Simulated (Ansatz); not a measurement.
## Random rutile alloy of IrO2 and SiO2 (96 atoms): geometry optimisation

Wanted: the relaxed structure of random rutile alloy of IrO2 and SiO2 (96 atoms) and its electronic structure.

Program: Ansatz 0.2.0. Level of theory: Kohn-Sham DFT, PBEsol, PAW (set soft_2), plane waves. Results are calculated unless marked as measured.

Report form: the programs' logs are mostly left out.

## (1) Set-up

The cell holds 96 atoms: 4 Si, 64 O and 28 Ir. Cell: a = 8.916 Å, b = 8.916 Å, c = 12.372 Å, α = 90.0°, β = 90.0°, γ = 90.0°. It derives from IrO2 (rutile) and SiO2, repeated 2×2×4. Rutile IrO2, 2 x 2 x 4 conventional cells, 4 of 32 Ir sites given to Si at random (x = 0.125), lattice by Vegard's rule (cell 4.458, 4.458, 3.093, 90, 90, 90); every coordinate displaced by a Gaussian of 0.07 Å.

Limits known from the start: The host structure and its lattice constant were typed by rule, without a check against the phase diagram. The main run has no spin polarisation, so moments on Ir can't form in it, and no Hubbard term. No spin–orbit coupling is included, so levels derived from the heavy atoms are approximate.

## (2) Single point at the start

A single point comes first, to see the forces before anything moves.

Contents of input.yaml:

```yaml
crystal:
  lattice:
    - [8.9162, 0.0, 0.0]
    - [0.0, 8.9162, 0.0]
    - [0.0, 0.0, 12.3716]
  atoms:
    - { symbol: Si, position: [0.01657, 0.01663, 0.00273] }
    - { symbol: Si, position: [0.24929, 0.24702, 0.12536] }
    - { symbol: O, position: [0.1463, 0.14474, 0.98925] }
    - { symbol: O, position: [0.33645, 0.357, 0.00565] }
    - { symbol: O, position: [0.105, 0.40729, 0.13182] }
    - { symbol: O, position: [0.40595, 0.0979, 0.12943] }
    - { symbol: Ir, position: [0.0001, 0.00445, 0.25302] }
    - { symbol: Ir, position: [0.25408, 0.2428, 0.36641] }
    - { symbol: O, position: [0.15083, 0.15149, 0.25599] }
    - { symbol: O, position: [0.33491, 0.3357, 0.24608] }
    - { symbol: O, position: [0.08331, 0.39388, 0.37032] }
    - { symbol: O, position: [0.40752, 0.08816, 0.38091] }
    - { symbol: Ir, position: [0.98797, 0.99508, 0.50377] }
    - { symbol: Ir, position: [0.25494, 0.23674, 0.62988] }
    - { symbol: O, position: [0.14067, 0.14003, 0.51059] }
    - { symbol: O, position: [0.34556, 0.36295, 0.51088] }
    - { symbol: O, position: [0.08687, 0.41376, 0.62268] }
    - { symbol: O, position: [0.40055, 0.0956, 0.61901] }
    - { symbol: Ir, position: [0.01091, 0.00862, 0.75081] }
    - { symbol: Ir, position: [0.25759, 0.23093, 0.87324] }
    - { symbol: O, position: [0.15105, 0.15148, 0.74907] }
    - { symbol: O, position: [0.33763, 0.34666, 0.75482] }
    - { symbol: O, position: [0.10323, 0.38844, 0.86688] }
    - { symbol: O, position: [0.40663, 0.08447, 0.88143] }
    - { symbol: Si, position: [0.99559, 0.49099, 0.00089] }
    - { symbol: Ir, position: [0.26255, 0.73516, 0.11778] }
    - { symbol: O, position: [0.15804, 0.66126, 0.00334] }
    - { symbol: O, position: [0.35128, 0.84605, 0.00383] }
    - { symbol: O, position: [0.08546, 0.91282, 0.11896] }
    - { symbol: O, position: [0.41029, 0.60249, 0.12165] }
    - { symbol: Ir, position: [0.01059, 0.50009, 0.25251] }
    - { symbol: Ir, position: [0.24992, 0.74935, 0.38572] }
    - { symbol: O, position: [0.14228, 0.64877, 0.24781] }
    - { symbol: O, position: [0.35174, 0.84694, 0.25194] }
    - { symbol: O, position: [0.09946, 0.89696, 0.36918] }
    - { symbol: O, position: [0.39477, 0.58536, 0.37724] }
    - { symbol: Ir, position: [0.98943, 0.49253, 0.49821] }
    - { symbol: Ir, position: [0.25561, 0.75277, 0.62348] }
    - { symbol: O, position: [0.15291, 0.63672, 0.50411] }
    - { symbol: O, position: [0.35002, 0.85771, 0.48761] }
    - { symbol: O, position: [0.10672, 0.90693, 0.62803] }
    - { symbol: O, position: [0.41886, 0.59443, 0.62934] }
    - { symbol: Ir, position: [0.00849, 0.50778, 0.74888] }
    - { symbol: Ir, position: [0.2484, 0.75488, 0.86795] }
    - { symbol: O, position: [0.1484, 0.65855, 0.74326] }
    - { symbol: O, position: [0.33569, 0.8473, 0.75428] }
    - { symbol: O, position: [0.09857, 0.89155, 0.86088] }
    - { symbol: O, position: [0.41006, 0.59753, 0.88617] }
    - { symbol: Ir, position: [0.49789, 0.99858, 0.99932] }
    - { symbol: Ir, position: [0.75184, 0.25706, 0.13034] }
    - { symbol: O, position: [0.65412, 0.14296, 0.00155] }
    - { symbol: O, position: [0.84446, 0.35026, 0.99094] }
    - { symbol: O, position: [0.58907, 0.40503, 0.12109] }
    - { symbol: O, position: [0.90417, 0.09212, 0.12544] }
    - { symbol: Ir, position: [0.50637, 0.99539, 0.24593] }
    - { symbol: Ir, position: [0.75201, 0.25792, 0.3736] }
    - { symbol: O, position: [0.66624, 0.14325, 0.24753] }
    - { symbol: O, position: [0.84879, 0.33209, 0.24794] }
    - { symbol: O, position: [0.58921, 0.39941, 0.37717] }
    - { symbol: O, position: [0.90057, 0.09109, 0.38288] }
    - { symbol: Ir, position: [0.49752, 0.0194, 0.49481] }
    - { symbol: Ir, position: [0.75057, 0.25314, 0.63414] }
    - { symbol: O, position: [0.64248, 0.14992, 0.49566] }
    - { symbol: O, position: [0.85244, 0.35955, 0.49875] }
    - { symbol: O, position: [0.61146, 0.41156, 0.63017] }
    - { symbol: O, position: [0.88975, 0.09407, 0.622] }
    - { symbol: Ir, position: [0.50761, 0.98714, 0.75118] }
    - { symbol: Ir, position: [0.74033, 0.25397, 0.86867] }
    - { symbol: O, position: [0.6566, 0.14615, 0.74441] }
    - { symbol: O, position: [0.84876, 0.34758, 0.74874] }
    - { symbol: O, position: [0.60943, 0.40312, 0.877] }
    - { symbol: O, position: [0.90682, 0.08881, 0.86882] }
    - { symbol: Ir, position: [0.49441, 0.50596, 0.0055] }
    - { symbol: Ir, position: [0.75752, 0.75785, 0.1274] }
    - { symbol: O, position: [0.66211, 0.66212, 0.99994] }
    - { symbol: O, position: [0.85464, 0.85135, 0.99687] }
    - { symbol: O, position: [0.59037, 0.90578, 0.12367] }
    - { symbol: O, position: [0.90085, 0.5909, 0.1267] }
    [... 12 atom lines left out ...]
    - { symbol: Ir, position: [0.48913, 0.50258, 0.74717] }
    - { symbol: Ir, position: [0.74812, 0.75293, 0.87701] }
    - { symbol: O, position: [0.64952, 0.64526, 0.75955] }
    - { symbol: O, position: [0.84342, 0.84627, 0.74728] }
    - { symbol: O, position: [0.61018, 0.91269, 0.88509] }
    - { symbol: O, position: [0.91461, 0.59924, 0.88126] }
kpoints:
  mp_grid: { grid: [2, 2, 1] }
hamiltonian:
  xc: pbesol
scf:
  occupations: { method: gaussian, width: 0.025 }
output:
  forces: true
  stress: true
  populations: intrinsic
  dos:
    method: { smearing: { sigma: 0.1 } }
    de: 0.1
    projected: { site_lists: { Ir: [Ir], O: [O], Si: [Si] } }
  eigenvalues: true
```

Launch:

```
$ ansatz run input.yaml --threads 8 --pin off --max-ram 15872MiB --backend cpu --events-out ev --progress --plain --runs-dir out
```

Elapsed: 23 s, on 8 threads of AMD EPYC 9R45, shared host; peak memory 8.1 GiB.

Numbers from this run:

```
free energy                             : -368671.1985 eV
free energy per atom                    : -3840.3250 eV/atom
SCF cycles                              : 16
pressure                                : 10.58 GPa
r.m.s. force component                  : 2.509 eV/Å
longest force                           : 9.587 eV/Å
Fermi energy                            : 14.43 eV
levels partly filled by over 2 per cent : 8
```

The r.m.s. force component of 2.5 eV/Å and the pressure of 11 GPa set the starting point.

Length of the force by element:

| element | coordination | atoms | mean length of the force (eV/Å) | spread | least | most |
| --- | --- | --- | --- | --- | --- | --- |
| Ir | all | 28 | 5.43 | 2.28 | 1.42 | 9.59 |
| O | all | 64 | 3.18 | 1.61 | 0.234 | 8.48 |
| Si | all | 4 | 2.49 | 1.47 | 0.856 | 4.49 |

## (3) Relaxation

The atoms are relaxed in the fixed cell, aiming at the force tolerance of the input.

input.yaml, the sections that differ from step 2:

```yaml
output:
  forces: true
relax:
  f_tol: 0.05
  max_steps: 82
# crystal, kpoints, hamiltonian, scf: as in step 2
```

It took 45 s on 8 threads; peak memory 8.2 GiB; 5.7 min of CPU time.

Relaxation path:

| step | energy less that of the first step (eV) | largest force component (eV/Å) |
| --- | --- | --- |
| 1 | 0.0000 | 8.6727 |
| 2 | -17.6625 | 3.2412 |
| 3 | -22.2023 | 0.5322 |
| 4 | -22.2846 | 0.0604 |
| 5 | -22.2869 | 0.0182 |

The atoms that moved most (Å):

| atom | dx | dy | dz | length |
| --- | --- | --- | --- | --- |
| O47 | -0.045 | 0.150 | 0.357 | 0.390 |
| O23 | -0.096 | 0.152 | 0.284 | 0.336 |
| O3 | 0.050 | 0.012 | 0.299 | 0.303 |
| O9 | 0.037 | 0.076 | -0.274 | 0.287 |
| O72 | 0.046 | 0.044 | 0.258 | 0.266 |
| O5 | -0.048 | -0.074 | -0.236 | 0.252 |
| O15 | 0.131 | 0.139 | -0.145 | 0.240 |
| O83 | 0.067 | -0.215 | -0.009 | 0.226 |

The relaxation changed the energy by -232 meV/atom, and atoms moved by 0.15 Å r.m.s., 0.39 Å at most.

## (4) Local order after relaxation

Bonds before and after, by the cutoffs listed below:

| pair | bonds before | bonds after | mean before (Å) | mean after (Å) | spread before (Å) | spread after (Å) |
| --- | --- | --- | --- | --- | --- | --- |
| O-Ir | 168 | 168 | 1.963 | 1.976 | 0.101 | 0.026 |
| O-Si | 23 | 24 | 1.947 | 1.829 | 0.130 | 0.026 |

Density 11.0 g/cm³, 10.25 Å³ an atom.

Pair distribution functions g(r), in bins of 0.2 Å:

| r (Å) | total | O-O | O-Ir | O-Si | Ir-Ir | Ir-Si | Si-Si |
| --- | --- | --- | --- | --- | --- | --- | --- |
| 1.70 | 0.08 | 0.00 | 0.00 | 1.46 | 0.00 | 0.00 | 0.00 |
| 1.90 | 3.53 | 0.00 | 7.70 | 9.50 | 0.00 | 0.00 | 0.00 |
| 2.10 | 0.67 | 0.00 | 1.71 | 0.00 | 0.00 | 0.00 | 0.00 |
| 2.30 | 0.17 | 0.38 | 0.00 | 0.00 | 0.00 | 0.00 | 0.00 |
| 2.50 | 0.54 | 1.22 | 0.00 | 0.00 | 0.00 | 0.00 | 0.00 |
| 2.70 | 1.95 | 4.39 | 0.00 | 0.00 | 0.00 | 0.00 | 0.00 |
| 2.90 | 0.77 | 1.68 | 0.00 | 0.00 | 0.00 | 1.20 | 0.00 |
| 3.10 | 0.76 | 1.17 | 0.00 | 0.00 | 2.27 | 1.91 | 0.00 |
| 3.30 | 1.19 | 1.08 | 1.69 | 0.68 | 0.19 | 0.00 | 0.00 |
| 3.50 | 1.34 | 0.01 | 0.91 | 1.91 | 7.91 | 8.00 | 8.35 |
| 3.70 | 0.64 | 0.16 | 1.26 | 1.37 | 0.00 | 0.00 | 0.00 |
| 3.90 | 0.97 | 0.87 | 1.22 | 1.85 | 0.00 | 0.00 | 0.00 |
| 4.10 | 0.90 | 0.15 | 1.95 | 1.23 | 0.00 | 0.00 | 0.00 |
| 4.30 | 0.45 | 0.41 | 0.54 | 0.89 | 0.00 | 0.18 | 0.00 |
| 4.50 | 1.83 | 1.90 | 1.57 | 1.78 | 2.50 | 1.93 | 4.94 |
| 4.70 | 1.23 | 1.50 | 1.29 | 1.10 | 0.00 | 0.00 | 0.00 |
| 4.90 | 0.86 | 1.36 | 0.63 | 0.33 | 0.00 | 0.00 | 0.00 |
| 5.10 | 0.51 | 1.04 | 0.10 | 0.23 | 0.00 | 0.00 | 0.00 |
| 5.30 | 1.28 | 1.27 | 1.42 | 1.18 | 0.72 | 1.46 | 0.00 |
| 5.50 | 1.46 | 1.33 | 0.98 | 1.06 | 3.82 | 3.83 | 3.15 |
| 5.70 | 1.15 | 1.29 | 0.88 | 0.82 | 1.81 | 1.65 | 0.00 |
| 5.90 | 0.64 | 0.04 | 1.33 | 1.96 | 0.03 | 0.00 | 0.00 |
| 6.10 | 0.38 | 0.20 | 0.64 | 0.13 | 0.32 | 0.37 | 0.00 |
| 6.30 | 0.68 | 1.04 | 0.12 | 0.08 | 1.48 | 1.76 | 0.00 |
| 6.50 | 1.04 | 1.13 | 1.21 | 1.25 | 0.00 | 0.00 | 0.00 |
| 6.70 | 1.11 | 0.57 | 1.93 | 1.91 | 0.00 | 0.00 | 0.00 |
| 6.90 | 1.23 | 1.69 | 0.97 | 0.90 | 0.61 | 0.22 | 1.00 |
| 7.10 | 1.80 | 1.97 | 1.46 | 1.61 | 2.34 | 2.71 | 3.89 |

Bonds by pair of elements; cutoffs follow the first minimum of g(r), held within bounds set by covalent radii, and pairs that aren't listed don't count as bonded:

| pair A-B | cutoff (Å) | bonds | mean length (Å) | spread (Å) | shortest (Å) | B about A | A about B |
| --- | --- | --- | --- | --- | --- | --- | --- |
| O-Ir | 2.43 | 168 | 1.98 | 0.026 | 1.92 | 2.62 | 6 |
| O-Si | 2.16 | 24 | 1.83 | 0.026 | 1.78 | 0.375 | 6 |

How many atoms have how many bonded neighbours:

| element | mean | 3 | 6 |
| --- | --- | --- | --- |
| Ir | 6 | 0 | 28 |
| O | 3 | 64 | 0 |
| Si | 6 | 0 | 4 |

Bond angles, per cent of each kind in bins of 5°:

| angle (°) | O-Ir-O | Ir-O-Ir | O-Si-O | Ir-O-Si |
| --- | --- | --- | --- | --- |
| 70–75 | 4.5 | 0.0 | 0.0 | 0.0 |
| 75–80 | 8.3 | 0.0 | 8.3 | 0.0 |
| 80–85 | 0.5 | 0.0 | 5.0 | 0.0 |
| 85–90 | 27.6 | 0.0 | 21.7 | 0.0 |
| 90–95 | 25.7 | 0.0 | 31.7 | 0.0 |
| 95–100 | 0.0 | 2.7 | 10.0 | 2.3 |
| 100–105 | 8.3 | 21.2 | 3.3 | 25.0 |
| 105–110 | 5.0 | 8.9 | 0.0 | 9.1 |
| 110–115 | 0.0 | 0.0 | 0.0 | 0.0 |
| 115–120 | 0.0 | 0.7 | 0.0 | 0.0 |
| 120–125 | 0.0 | 8.9 | 0.0 | 4.5 |
| 125–130 | 0.0 | 55.5 | 0.0 | 13.6 |
| 130–135 | 0.0 | 2.1 | 0.0 | 36.4 |
| 135–140 | 0.0 | 0.0 | 0.0 | 9.1 |
| 140–145 | 0.0 | 0.0 | 0.0 | 0.0 |
| 145–150 | 0.0 | 0.0 | 0.0 | 0.0 |
| 150–155 | 0.0 | 0.0 | 0.0 | 0.0 |
| 155–160 | 0.0 | 0.0 | 0.0 | 0.0 |
| 160–165 | 0.0 | 0.0 | 0.0 | 0.0 |
| 165–170 | 0.0 | 0.0 | 0.0 | 0.0 |
| 170–175 | 0.2 | 0.0 | 0.0 | 0.0 |
| 175–180 | 19.8 | 0.0 | 20.0 | 0.0 |

Bond angles (no mean is given where the spread exceeds 20°):

| angle | count | mean (°) | spread (°) |
| --- | --- | --- | --- |
| O-Ir-O | 420 | - | - |
| Ir-O-Ir | 146 | 119 | 11.1 |
| O-Si-O | 60 | - | - |
| Ir-O-Si | 44 | 122 | 13.7 |
| Si-O-Si | 2 | 136 | 0.9 |

Rings of the network by King's shortest-path rule, up to 12 atoms, one path for each pair of neighbours; H, halogens, alkali and alkaline-earth atoms are left out, and the last column divides by all other atoms, bonded or not:

| ring size (atoms) | rings | per network atom |
| --- | --- | --- |
| 4 | 32 | 0.333 |
| 6 | 128 | 1.33 |
| 8 | 90 | 0.938 |

First main peaks of g(r), for some of the pairs, lie near 2.78 Å (O-O), 1.97 Å (O-Ir) and 1.83 Å (O-Si). By these cutoffs all Ir atoms have 6, all O atoms have 3 and all Si atoms have 6 bonded neighbours. Rings of 6 atoms are the most common (51 % of those counted); sizes run from 4 to 8.

(Continued in part 2 of 2.)

[Logs are printed without paths, hosts, clocks, repeated set-up lines and the standing remarks that a program may print on its own settings, such as how far it seeks lower states.]

[Hosts, paths, dates, database ids (printed as entryN), source tags and the programs' standing remarks are cut or masked in the printed files.]
